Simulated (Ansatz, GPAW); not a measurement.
# Which magnetic ion is it?

A crystal has the composition Al2MO4, where M is a 3d element. A calculation (PBEsol+U, spin-orbit coupling in second variation, Ansatz) gives:

- S: 3/2
- g, averaged over the cell's ions: 2.1262 (isotropic)
- moment in its sphere: 2.45 μB

Q: Name the magnetic ion and its oxidation state.

The crystal is Al2CoO4, space group Fd-3m. The spin sits on Co, with 4 O at 1.95 Å round it. With the usual charges of the other elements M must be +2. High-spin ions of that charge with S = 3/2 are d7 and d3, Co and V; the sign of the g shift picks Co²⁺ high-spin d⁷. Low-spin ions are left aside. The shift is positive: in a shell more than half full the orbital moment adds to the spin.

[Hosts, paths, dates, database ids (printed as entryN), source tags and the programs' standing remarks are cut or masked in the printed files.]
